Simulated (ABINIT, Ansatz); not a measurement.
# A GW chain in ABINIT: PNO (P3_2)

How does a plane-wave GW calculation on PNO (P3_2) run from the first input to the gap?

Main program and level: ABINIT 10.8.3; LDA and many-body steps on it, plane waves.

## Step 1: Set-up

The structure is trigonal, space group P3_2 (No. 145). The conventional cell has a = 4.784 Å, b = 4.784 Å, c = 5.281 Å, α = 90.00°, β = 90.00°, γ = 120.00°. Nearest to P lie 2 N at 1.57 Å and 2 O at 1.60 to 1.62 Å. Nearest to N lie 2 P at 1.57 Å. O has 2 P at 1.60 to 1.62 Å nearest. Farther neighbours and most contacts between anions are not listed.

The cell and positions are those that the Materials Project relaxed with its own functionals (PBE, PBE+U or r2SCAN), kept fixed.

## Step 2: Ground state

This step: ABINIT 10.8.3; DFT, LDA, plane waves, norm-conserving pseudopotentials.

The ground-state density comes first.

run.abi

```
acell 3*1.0 Angstrom
rprim 
  4.783611555019 -0.000000000004 0.000000000000
  -2.391805777506 4.142729128486 0.000000000000
  0.000000000000 0.000000000000 5.281207000000
ntypat 3
znucl 15 7 8
natom 9
typat 1 1 1 2 2 2 3 3 3
xred 
  0.985906000000 0.461916000000 0.328176000000
  0.538084000000 0.523990000000 0.994842666667
  0.476010000000 0.014094000000 0.661509333333
  0.388331000000 0.260582000000 0.782152000000
  0.872251000000 0.611669000000 0.115485333333
  0.739418000000 0.127749000000 0.448818666667
  0.146478000000 0.720287000000 0.556338000000
  0.279713000000 0.426191000000 0.223004666667
  0.573809000000 0.853522000000 0.889671333333
pp_dirpath "pseudos"
pseudos "P.upf, N.upf, O.upf"
ecut 36
ngkpt 6 6 4
nshiftk 1
shiftk 0 0 0
kptopt 1
chksymbreak 0
nband 32
occopt 1
tolvrs 1e-10
nstep 60
prtwf 0
optforces 0
optstress 0
indata_prefix "in"
outdata_prefix "out"
tmpdata_prefix "tmp"
```

Command:

```
> OMP_NUM_THREADS=1 mpirun -n 4 abinit run.abi > log
```

Numbers of over 12 decimals in the logs are rounded to 6 here.

Log:

```text
.Version 10.8.3 of ABINIT. v10.8.2 released Aug 2026.

 Symmetries : space group P3_2 (#145); Bravais hP (primitive hexag.)
================================================================================
 Values of the parameters that define the memory need of the present run
     intxc =       0    ionmov =       0      iscf =       7    lmnmax =       6
     lnmax =       6     mgfft =      54  mpssoang =       3    mqgrid =    3001
     natom =       9  nloc_mem =       1    nspden =       1   nspinor =       1
    nsppol =       1      nsym =       3    n1xccc =    2501    ntypat =       3
    occopt =       1   xclevel =       1
-    mband =          32        mffmem =           1         mkmem =           8
       mpw =        7304          nfft =      135000          nkpt =          30
================================================================================
  Rough estimation (10% accuracy) of disk space for files :
================================================================================

--------------------------------------------------------------------------------
------------- Echo of variables that govern the present computation ------------
--------------------------------------------------------------------------------
 -outvars: echo values of preprocessed input variables --------
            acell      1.8897261259E+00  1.8897261259E+00  1.8897261259E+00 Bohr

      chksymbreak           0
             ecut      3.60000000E+01 Hartree
-          fftalg         312

              ixc       -1012
              kpt      0.00000000E+00  0.00000000E+00  0.00000000E+00
                       1.66666667E-01  0.00000000E+00  0.00000000E+00
                       3.33333333E-01  0.00000000E+00  0.00000000E+00
                       5.00000000E-01  0.00000000E+00  0.00000000E+00
                       1.66666667E-01  1.66666667E-01  0.00000000E+00
                       3.33333333E-01  1.66666667E-01  0.00000000E+00
                       5.00000000E-01  1.66666667E-01  0.00000000E+00
                       3.33333333E-01  3.33333333E-01  0.00000000E+00
                       0.00000000E+00  0.00000000E+00  2.50000000E-01
   [... 19 further rows ...]
                       5.00000000E-01  1.66666667E-01  5.00000000E-01
                       3.33333333E-01  3.33333333E-01  5.00000000E-01
         kptrlatt        6    0    0      0    6    0      0    0    4
          kptrlen      3.99201394E+01
P           mkmem           8
            natom           9
            nband          32
            ngfft          50      50      54
             nkpt          30
            nstep          60
             nsym           3
           ntypat           3
              occ      2.000000  2.000000  2.000000  2.000000  2.000000  2.000000
                       2.000000  2.000000  2.000000  2.000000  2.000000  2.000000
                       2.000000  2.000000  2.000000  2.000000  2.000000  2.000000
                       2.000000  2.000000  2.000000  2.000000  2.000000  2.000000
                       0.000000  0.000000  0.000000  0.000000  0.000000  0.000000
                       0.000000  0.000000
        optforces           0
        optstress           0
            prtwf           0
            rprim      4.7836115550E+00 -4.0000000000E-12  0.0000000000E+00
[...]
spgroup         145

           tolvrs      1.00000000E-10

             xred      9.8590600000E-01  4.6191600000E-01  3.2817600000E-01
[...]
znucl       15.00000    7.00000    8.00000

================================================================================

 chkinp: Checking input parameters for consistency.

================================================================================
== DATASET  1 ==================================================================
-   mpi_nproc: 4, omp_nthreads: 1 (-1 if OMP is not activated)

--- !DatasetInfo
iteration_state: {dtset: 1, }
dimensions: {natom: 9, nkpt: 30, mband: 32, nsppol: 1, nspinor: 1, nspden: 1, mpw: 7304, }
cutoff_energies: {ecut:  36.0, pawecutdg:  -1.0, }
electrons: {nelect:   4.80000000E+01, charge:   0.00000000E+00, occopt:   1.00000000E+00, tsmear:   1.00000000E-02, }

 Real(R)+Recip(G) space primitive vectors, cartesian coordinates (Bohr,Bohr^-1):
 R(1)=  9.0397157  0.0000000  0.0000000  G(1)=  0.1106229  0.0638682  0.0000000
 R(2)= -4.5198579  7.8286235  0.0000000  G(2)=  0.0000000  0.1277364  0.0000000
 R(3)=  0.0000000  0.0000000  9.9800348  G(3)=  0.0000000  0.0000000  0.1002001
 Unit cell volume ucvol=  7.0627240E+02 bohr^3
 Angles (23,13,12)=  9.00000000E+01  9.00000000E+01  1.20000000E+02 degrees

 getcut: wavevector=  0.0000  0.0000  0.0000  ngfft=  50  50  54
         ecut(hartree)=     36.000   => boxcut(ratio)=   2.00330

--- Pseudopotential description ------------------------------------------------
- P Generated using ONCVPSP code by D. R. Hamann
- 15.00000   5.00000  180309                  znucl, zion, pspdat
12 -1012 2 -1 1298                            pspcod,pspxc,lmax,lloc,mmax
     nproj     2     2     2
  pspatm : epsatm=    7.03163270
         --- l  ekb(1:nproj) -->
[...]
pspatm: atomic psp has been read  and splines computed

- N Generated using ONCVPSP code by D. R. Hamann
[...]
pspatm: atomic psp has been read  and splines computed

- O Generated using ONCVPSP code by D. R. Hamann
-  8.00000   6.00000  201201                  znucl, zion, pspdat
12 -1012 2 -1 926                             pspcod,pspxc,lmax,lloc,mmax
     nproj     2     2     1
  pspatm : epsatm=    6.27558587
         --- l  ekb(1:nproj) -->
[...]
2   -1.033686
 pspatm: atomic psp has been read  and splines computed

   2.68055881E+03                                ecore*ucvol(ha*bohr**3)
--------------------------------------------------------------------------------

_setup2: Arith. and geom. avg. npw (full set) are    7285.701    7285.694

================================================================================

--- !BeginCycle
iteration_state: {dtset: 1, }
solver: {iscf: 7, nstep: 60, nline: 4, wfoptalg: 0, }
tolerances: {tolvrs: 1.00E-10, }

     iter   Etot(hartree)      deltaE(h)  residm     vres2
 ETOT  1  -100.98807641509    -1.010E+02 7.711E-02 1.593E+03
 ETOT  2  -101.17279936979    -1.847E-01 2.127E-02 1.204E+03
 ETOT  3  -101.64010748412    -4.673E-01 8.361E-03 6.949E+00
 ETOT  4  -101.64241355350    -2.306E-03 5.561E-03 1.483E-01
 ETOT  5  -101.64242956472    -1.601E-05 2.290E-03 2.039E-02
 ETOT  6  -101.64243070859    -1.144E-06 2.066E-03 7.647E-03
 ETOT  7  -101.64243251937    -1.811E-06 1.038E-03 4.757E-04
 ETOT  8  -101.64243260098    -8.162E-08 8.229E-04 2.203E-05
 ETOT  9  -101.64243260369    -2.711E-09 8.173E-04 4.994E-07
 ETOT 10  -101.64243260377    -7.978E-11 6.287E-04 7.890E-09
 ETOT 11  -101.64243260377     1.705E-13 5.730E-04 9.238E-10
 ETOT 12  -101.64243260377    -8.527E-14 3.976E-04 1.075E-10
 ETOT 13  -101.64243260377    -1.819E-12 3.418E-04 1.105E-12

 At SCF step   13       vres2   =  1.10E-12 < tolvrs=  1.00E-10 =>converged.

--- !ResultsGS
iteration_state: {dtset: 1, }
comment   : Summary of ground state results
lattice_vectors:
- [  9.0397157,  -0.0000000,   0.0000000, ]
- [ -4.5198579,   7.8286235,   0.0000000, ]
- [  0.0000000,   0.0000000,   9.9800348, ]
lattice_lengths: [   9.03972,    9.03972,    9.98003, ]
lattice_angles: [ 90.000,  90.000, 120.000, ] # degrees, (23, 13, 12)
lattice_volume:   7.0627240E+02
convergence: {deltae: -1.819E-12, res2:  1.105E-12, residm:  3.418E-04, diffor:  0.000E+00, }
etotal    :  -1.01642433E+02
entropy   :   0.00000000E+00
fermie    :   1.02975172E-01
cartesian_stress_tensor: null
pressure_GPa: null
xred      :
- [  9.8591E-01,   4.6192E-01,   3.2818E-01,  P]
- [  5.3808E-01,   5.2399E-01,   9.9484E-01,  P]
- [  4.7601E-01,   1.4094E-02,   6.6151E-01,  P]
- [  3.8833E-01,   2.6058E-01,   7.8215E-01,  N]
- [  8.7225E-01,   6.1167E-01,   1.1549E-01,  N]
- [  7.3942E-01,   1.2775E-01,   4.4882E-01,  N]
- [  1.4648E-01,   7.2029E-01,   5.5634E-01,  O]
- [  2.7971E-01,   4.2619E-01,   2.2300E-01,  O]
- [  5.7381E-01,   8.5352E-01,   8.8967E-01,  O]
cartesian_forces: null
force_length_stats: {min: null, max: null, mean: null, }

 Integrated electronic density in atomic spheres:
 ------------------------------------------------
 Atom  Sphere_radius  Integrated_density
[...]
================================================================================

 ----iterations are completed or convergence reached----

 Mean square residual over all n,k,spin=   13.849E-07; max=  34.175E-05
 reduced coordinates (array xred) for    9 atoms
[...]
0.872251000000      0.611669000000      0.115485333333
       0.739418000000      0.127749000000      0.448818666667
       0.146478000000      0.720287000000      0.556338000000
       0.279713000000      0.426191000000      0.223004666667
       0.573809000000      0.853522000000      0.889671333333
 rms dE/dt=  0.0000E+00; max dE/dt=  0.0000E+00; dE/dt below (all hartree)
    1       0.000000000000      0.000000000000      0.000000000000
    2       0.000000000000      0.000000000000      0.000000000000
    3       0.000000000000      0.000000000000      0.000000000000
    4       0.000000000000      0.000000000000      0.000000000000
    5       0.000000000000      0.000000000000      0.000000000000
    6       0.000000000000      0.000000000000      0.000000000000
    7       0.000000000000      0.000000000000      0.000000000000
    8       0.000000000000      0.000000000000      0.000000000000
    9       0.000000000000      0.000000000000      0.000000000000

 cartesian coordinates (angstrom) at end:
    1      3.611378     1.913593     1.733165
[...]
5      2.709517     2.533979     0.609902
    6      3.231538     0.529230     2.370304
    7     -1.022093     2.983954     2.938136
    8      0.318672     1.765594     1.177734
    9      0.703421     3.535910     4.698538
 length scales=  1.889726125908  1.889726125908  1.889726125908 bohr
              =  1.000000000000  1.000000000000  1.000000000000 angstroms
 prteigrs : about to open file out_EIG
 Fermi (or HOMO) energy (hartree) =   0.10298   Average Vxc (hartree)=  -0.38258
 Eigenvalues (hartree) for nkpt=  30  k points:
 kpt#   1, nband= 32, wtk=  0.00694, kpt=  0.0000  0.0000  0.0000 (reduced coord)
  -0.70329   -0.64115   -0.64115   -0.49037   -0.46801   -0.46801   -0.33537   -0.33537
  -0.22752   -0.18611   -0.18611   -0.17674   -0.07575   -0.07287   -0.07287   -0.01159
  -0.01159   -0.01143   -0.00990    0.04812    0.04812    0.06175    0.08169    0.08169
   0.29173    0.30710    0.30710    0.35054    0.38086    0.38086    0.44535    0.48539
 prteigrs : prtvol=0 or 1, do not print more k-points.

--- !EnergyTerms
iteration_state     : {dtset: 1, }
comment             : Components of total free energy in Hartree
kinetic             :  6.44985388950808E+01
hartree             :  3.02286125033856E+01
xc                  : -2.81237428435659E+01
Ewald energy        : -6.89709223741717E+01
psp_core            :  3.79536111847741E+00
local_psp           : -9.37080819236755E+01
non_local_psp       : -9.36219797930520E+00
total_energy        : -1.01642432603774E+02
total_energy_eV     : -2.76583149256240E+03
band_energy         : -9.61608477241744E+00

== END DATASET(S) ==============================================================
================================================================================

 -outvars: echo values of variables after computation  --------
           etotal     -1.0164243260E+02
            nband          32
             nkpt          30
          spgroup         145
 [... the other variables as echoed above ...]

 Calculation completed.
```

The job ended after 1.8 min (4 MPI ranks of Arm Neoverse V1, shared host; peak memory 0.46 GiB).

This step gave:

```
total energy               : -2765.8315 eV
gap                        : 5.136 eV
k of the valence top       : 0.5, 0, 0
k of the conduction bottom : 0, 0, 0
least direct gap           : 5.407 eV
```

The gap is indirect, with the least direct gap 0.27 eV higher.

(Part 1 of 3 ends here.)

[Paths, hosts, dates, memory and timing lines, banners, echoed tables and standing remarks are left out of the program output.]

[Logs are printed without paths, hosts, clocks, repeated set-up lines and the standing remarks that a program may print on its own settings, such as how far it seeks lower states.]

[Runs of the session that timed out or met a known fault of the program may be left out.]

[Hosts, paths, dates, database ids (printed as entryN), source tags and the programs' standing remarks are cut or masked in the printed files.]

[G0W0 gaps are taken among the corrected bands and points alone; a level outside them can change the order at an edge.]

[Where Ansatz stands beside ABINIT at settings called matched, ABINIT's density can come from a denser mesh and the files from another edition; pairs whose starting gaps differed by over 0.03 eV were left out, so agreement reads better than it is.]
